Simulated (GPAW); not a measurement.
# How CoSi2 absorbs and reflects light

Aim: the dielectric function of CoSi2, and the optical constants that follow from it. The cell comes from an older database entry, whose edges can differ from later determinations, mostly by under a per cent.

Method: DFT, PBE, plane-wave PAW (GPAW data sets), scalar-relativistic, RPA, optical limit, in GPAW 26.7.0.

Most raw output is cut from this account.

The database entry behind the starting cell differs from later determinations by our own check (0.1 to 0.3 % short, probably kX units), so it need not match the best structure at ambient conditions.

### Step 1. The starting structure

The structure is cubic, space group Fm-3m (No. 225). The conventional cell has a = 5.356 Å, b = 5.356 Å, c = 5.356 Å, α = 90.00°, β = 90.00°, γ = 90.00°. Co has 8 Si at 2.32 Å nearest. Nearest to Si lie 4 Co at 2.32 Å. Farther neighbours are not listed.

### Step 2. Ground state

First the ground state: is it a metal or has it a gap?

This step: DFT, PBE, plane-wave PAW (GPAW data sets), scalar-relativistic, ground state (GPAW 26.7.0).

gs.py reads:

```python
from ase import Atoms
from ase.dft.bandgap import bandgap
from gpaw import GPAW, PW, FermiDirac

atoms = Atoms(['Co', 'Si', 'Si'],
              cell=[[0.000000000000, 2.678000000000, 2.678000000000],
                    [2.678000000000, 0.000000000000, 2.678000000000],
                    [2.678000000000, 2.678000000000, 0.000000000000]],
              scaled_positions=[[0.000000000000, 0.000000000000, 0.000000000000],
                                [0.750000000000, 0.750000000000, 0.750000000000],
                                [0.250000000000, 0.250000000000, 0.250000000000]],
              pbc=[True, True, True])
atoms.calc = GPAW(mode=PW(500), xc='PBE', kpts={'size': (9, 9, 9), 'gamma': True},
                  occupations=FermiDirac(0.05), maxiter=150, txt='gs.txt')
print('energy (eV)', atoms.get_potential_energy())
print('Fermi level (eV)', atoms.calc.get_fermi_level())
print('valence electrons', atoms.calc.get_number_of_electrons())
print('gap (eV)', bandgap(atoms.calc, output=None)[0])
print('direct gap (eV)', bandgap(atoms.calc, direct=True, output=None)[0])
atoms.calc.write('gs.gpw')
```

Started as:

```sh
> OMP_NUM_THREADS=1 python gs.py
```

Wall time 8.5 s (1 thread of Arm Neoverse V2, shared host); peak memory 0.14 GiB.

This run has no spin polarisation, although Co can carry a moment.

Read-outs, printed or worked out from the files:

* energy: -20.35 eV
* Fermi energy: 9.632 eV
* electrons: 17

There are states at the Fermi level within the smearing, so the occupations stay smeared and the carriers get a Drude term.

### Step 3. Bands for the response

At the fixed density, many empty bands are solved on the mesh of the response, since the spectrum sums over them.

This step: DFT, PBE, plane-wave PAW (GPAW data sets), scalar-relativistic, bands at fixed density (GPAW 26.7.0).

nscf.py reads:

```python
from ase.dft.bandgap import bandgap
from gpaw import GPAW, FermiDirac

calc = GPAW('gs.gpw').fixed_density(kpts={'size': (12, 12, 12), 'gamma': True}, nbands=49, convergence={'bands': 43},
                                    occupations=FermiDirac(0.05), txt='nscf.txt')
print('gap (eV)', bandgap(calc, output=None)[0])
print('direct gap (eV)', bandgap(calc, direct=True, output=None)[0])
print('top band over the Fermi level (eV)', min(calc.get_eigenvalues(kpt=k)[42] for k in range(len(calc.get_ibz_k_points()))) - calc.get_fermi_level())
calc.write('full.gpw', mode='all')
```

Started as:

```sh
> OMP_NUM_THREADS=1 python nscf.py
```

The job ended after 67 s (1 thread; peak memory 0.22 GiB).

### Step 4. Dielectric function, RPA

Local fields let the induced charge screen the field inside the cell, which as a rule lowers ε, most along directions where the density is uneven.

This step: DFT, PBE, plane-wave PAW (GPAW data sets), scalar-relativistic, RPA, optical limit (GPAW 26.7.0).

df.py reads:

```python
from gpaw.response.df import DielectricFunction

df = DielectricFunction('full.gpw', frequencies={'type': 'nonlinear', 'domega0': 0.03, 'omega2': 8},
                        ecut=60,
                        eta=0.2,
                        nbands=43,
                        rate=0.05,
                        txt='df.txt')
for direction in ['x']:
    df.get_dielectric_function(xc='RPA', direction=direction, filename=f'df_{direction}.csv')
```

Started as:

```sh
> OMP_NUM_THREADS=1 python df.py
```

Run time: 9 s. Hardware: 1 thread; peak memory 0.28 GiB.

This step gave:

- centre of weight of the strongest loss peak in the window: 19.18 eV

Some rows of df_x.csv (energy; Re and Im without local fields; Re and Im with them):

```text
0.000000, 14546.913255, -0.000000, 14546.544363, -0.000000
0.619237, -83.301246, 33.876795, -83.618344, 33.863328
1.279498, -11.400421, 7.204617, -11.779474, 7.153425
1.984998, 4.428716, 6.071815, 4.010099, 5.939425
2.740552, 7.680535, 11.557865, 7.322574, 11.211283
3.551683, 5.244035, 9.667000, 4.913726, 9.513570
4.424758, 4.677099, 10.579987, 4.368825, 10.174211
5.367152, 4.311942, 17.580116, 4.553955, 16.481185
6.387465, -5.018221, 11.856637, -4.550623, 11.882071
7.495775, -4.521339, 6.482325, -4.386458, 6.291357
8.703980, -4.371420, 3.779181, -4.233797, 3.731114
10.026223, -2.992715, 2.214798, -2.850244, 2.156927
11.479449, -2.161607, 1.449754, -2.091520, 1.484875
13.084136, -1.371275, 0.834851, -1.322670, 0.845097
14.865263, -0.733556, 0.520692, -0.706211, 0.522015
16.853625, -0.353167, 0.379797, -0.332599, 0.381978
19.087623, 0.025774, 0.272655, 0.042001, 0.276287
21.615770, 0.266060, 0.230999, 0.275743, 0.231098
24.500258, 0.466759, 0.149358, 0.466380, 0.162204
27.822136, 0.701746, 0.107923, 0.660666, 0.150391
31.689054, 1.397239, 0.459285, 0.848224, 0.215369
```

The Im ε, E ∥ x has structure finer than the step of the table below, so its rows give means over 1 eV, whole bins alone (the curve runs from 0.305 to 36 eV). Peaks (eV: height): 3.0: 12.9, 5.5: 16.9.

Sum at mesh points, not converged in k. Table of Im ε, E ∥ x by photon energy; means over each step:

photon energy (eV), Im ε, E ∥ x and a bar:
```
        1         16 ##############################
        2          7 ############
        3         11 ####################
        4         10 ###################
        5         12 #######################
        6         14 ##########################
        7          8 ###############
        8          5 ##########
        9          3 ######
       10          2 ####
       11          2 ###
       12          1 ##
       13          1 #
       14          1 #
       15          1 #
       16          0 #
       17          0 
       18          0 
       19          0 
       20          0 
       21          0 
       22          0 
       23          0 
       24          0 
       25          0 
       26          0 
       27          0 
       28          0 
       29          0 
       30          0 
       31          0 
       32          0 
       33          0 
       34          0 
       35          0
```

Values under 1 per cm are given as 1; sum at mesh points, not converged in k. Absorption coefficient, E ∥ x against photon energy:

| photon energy (eV) | absorption coefficient, E ∥ x (1/cm) |
| --- | --- |
| 1.01 | 5.4e5 |
| 1.99 | 2.5e5 |
| 3.02 | 6.5e5 |
| 3.98 | 6.8e5 |
| 4.98 | 8.9e5 |
| 6.02 | 1.8e6 |
| 6.99 | 2.0e6 |
| 8.03 | 1.9e6 |
| 9.02 | 1.9e6 |
| 10.03 | 1.8e6 |
| 11.03 | 1.8e6 |
| 12.02 | 1.7e6 |
| 13.00 | 1.6e6 |
| 14.04 | 1.5e6 |
| 14.96 | 1.3e6 |
| 16.03 | 1.2e6 |
| 16.96 | 1.1e6 |
| 18.05 | 8.6e5 |
| 18.97 | 6.9e5 |
| 20.06 | 5.5e5 |
| 20.95 | 4.5e5 |
| 22.02 | 4.2e5 |
| 23.01 | 3.4e5 |
| 24.04 | 3.5e5 |
| 24.97 | 3.1e5 |
| 25.94 | 2.6e5 |
| 26.95 | 2.4e5 |
| 28.00 | 2.7e5 |
| 28.92 | 2.6e5 |
| 30.07 | 2.9e5 |
| 31.07 | 3.3e5 |
| 31.90 | 4.0e5 |
| 32.98 | 5.5e5 |
| 34.10 | 6.4e5 |
| 35.03 | 7.2e5 |
| 36.00 | 8.6e5 |

The Im ε, E ∥ x has structure finer than the step of the table below, so its rows give means over 1 eV, whole bins alone (the curve runs from 0.305 to 36 eV). Peaks (eV: height): without local fields 3.0: 13.2, 5.4: 17.9; with local fields 3.0: 12.9, 5.5: 16.9.

Sum at mesh points, not converged in k. The Im ε, E ∥ x by photon energy; means over each step:

| photon energy (eV) | without local fields | with local fields |
| --- | --- | --- |
| 1 | 16.3 | 16.2 |
| 2 | 6.96 | 6.82 |
| 3 | 11.1 | 10.9 |
| 4 | 10.4 | 10.1 |
| 5 | 13.2 | 12.4 |
| 6 | 14.5 | 14.2 |
| 7 | 8.32 | 8.30 |
| 8 | 5.46 | 5.35 |
| 9 | 3.28 | 3.22 |
| 10 | 2.28 | 2.24 |
| 11 | 1.75 | 1.76 |
| 12 | 1.20 | 1.21 |
| 13 | 0.876 | 0.878 |
| 14 | 0.676 | 0.679 |
| 15 | 0.535 | 0.540 |
| 16 | 0.465 | 0.471 |
| 17 | 0.367 | 0.370 |
| 18 | 0.312 | 0.314 |
| 19 | 0.277 | 0.281 |
| 20 | 0.242 | 0.256 |
| 21 | 0.234 | 0.229 |
| 22 | 0.222 | 0.225 |
| 23 | 0.186 | 0.191 |
| 24 | 0.170 | 0.182 |
| 25 | 0.146 | 0.167 |
| 26 | 0.123 | 0.150 |
| 27 | 0.111 | 0.143 |
| 28 | 0.105 | 0.151 |
| 29 | 0.0988 | 0.154 |
| 30 | 0.107 | 0.168 |
| 31 | 0.179 | 0.186 |
| 32 | 0.661 | 0.236 |
| 33 | 1.29 | 0.315 |
| 34 | 0.711 | 0.348 |
| 35 | 0.525 | 0.383 |

Sum at mesh points, not converged in k. The reflectivity at normal incidence, E ∥ x by photon energy; read off at these points:

| photon energy (eV) | reflectivity at normal incidence, E ∥ x (%) |
| --- | --- |
| 1.0 | 88.1 |
| 2.0 | 26.9 |
| 3.0 | 41.5 |
| 4.0 | 35.8 |
| 5.0 | 37.8 |
| 6.0 | 51.9 |
| 7.0 | 58.7 |
| 8.0 | 57.1 |
| 9.0 | 60.7 |
| 10.0 | 58.5 |
| 11.0 | 53.2 |
| 12.0 | 57.7 |
| 12.2 | 58.4 |
| 13.0 | 57.1 |
| 14.0 | 55.4 |
| 15.0 | 50.4 |
| 16.0 | 45.5 |
| 17.0 | 42.9 |
| 18.0 | 32.1 |
| 19.0 | 23.9 |
| 20.0 | 17.0 |
| 21.0 | 10.8 |
| 22.0 | 8.01 |
| 23.0 | 6.18 |
| 24.0 | 4.61 |
| 25.0 | 3.21 |
| 26.0 | 2.42 |
| 27.0 | 1.68 |
| 28.0 | 1.24 |
| 29.0 | 0.911 |
| 30.0 | 0.658 |
| 31.0 | 0.511 |
| 32.0 | 0.522 |
| 33.0 | 0.800 |
| 34.0 | 1.01 |
| 35.0 | 1.24 |
| 36.0 | 1.58 |

Sum at mesh points, not converged in k. The loss function −Im 1/ε at q → 0, E ∥ x by energy loss; read off at these points:

| energy loss (eV) | loss function −Im 1/ε at q → 0, E ∥ x |
| --- | --- |
| 1 | 0.0118 |
| 2 | 0.112 |
| 3 | 0.0678 |
| 4 | 0.0779 |
| 5 | 0.0674 |
| 6 | 0.0663 |
| 7 | 0.0822 |
| 8 | 0.108 |
| 9 | 0.127 |
| 10 | 0.167 |
| 11 | 0.230 |
| 12 | 0.251 |
| 13 | 0.334 |
| 14 | 0.462 |
| 15 | 0.752 |
| 16 | 1.05 |
| 17 | 1.65 |
| 18 | 2.76 |
| 19 | 3.56 |
| 20 | 3.14 |
| 21 | 2.05 |
| 22 | 1.53 |
| 23 | 1.09 |
| 24 | 0.871 |
| 25 | 0.620 |
| 26 | 0.458 |
| 27 | 0.358 |
| 28 | 0.334 |
| 29 | 0.291 |
| 30 | 0.271 |
| 31 | 0.263 |
| 32 | 0.293 |
| 33 | 0.369 |
| 34 | 0.419 |
| 35 | 0.462 |
| 36 | 0.509 |

At chosen wavelengths:

| wavelength (nm) | n | k | R (%) | 1/α |
| --- | --- | --- | --- | --- |
| 1550 | 1.30 | 7.127 | 90.7 | 17 nm |
| 1064 | 0.93 | 4.231 | 82.8 | 20 nm |
| 633 | 2.28 | 1.270 | 26.3 | 40 nm |
| 532 | 2.97 | 1.457 | 33.6 | 29 nm |
| 405 | 2.91 | 2.152 | 41.6 | 15 nm |
| 365 | 2.71 | 1.718 | 35.1 | 17 nm |
| 193 | 2.00 | 2.931 | 54.5 | 5.2 nm |

A polished face would reflect 32 % of daylight and look faintly blue (CIE x = 0.287, y = 0.309 under D65).

### Step 5. Summary of results

| Property | Result |
| --- | --- |
| centre of weight of the strongest loss peak in the window, first axis | 19.2 eV |

**Reading.** At this level (PBE, RPA) CoSi2 is a metal. The mesh is too coarse to trust the carriers' weight, the reflectivity or the colour to better than tens of per cent. A polished face would reflect 32 % of daylight and look faintly blue (CIE x = 0.287, y = 0.309 under D65). The carriers' damping of 0.05 eV is typed, not computed; it shapes the response at the lowest energies. The run has no spin polarisation; magnetic order or correlation, untested here, could change the spectrum. In this version of GPAW the matrix elements of the optical limit are incomplete, which can lower ε − 1 by up to a tenth where first-row anions or d states rule, and shift it by more in d metals. GPAW's carrier term has the form −ωp²/(ω + i·rate)², which damps like twice the rate and fails at low energy, so the curves leave the lowest energies out. The sum runs over mesh points 0.17 Å⁻¹ apart with no interpolation, so peaks are partly noise of the mesh, and the Drude plasma energy, a sum over the Fermi surface, isn't converged.

[Machine, clock and banner lines and Python warnings are left out of the logs.]

[Logs are printed without paths, hosts, clocks, repeated set-up lines and the standing remarks that a program may print on its own settings, such as how far it seeks lower states.]

[Hosts, paths, dates, database ids (printed as entryN), source tags and the programs' standing remarks are cut or masked in the printed files.]
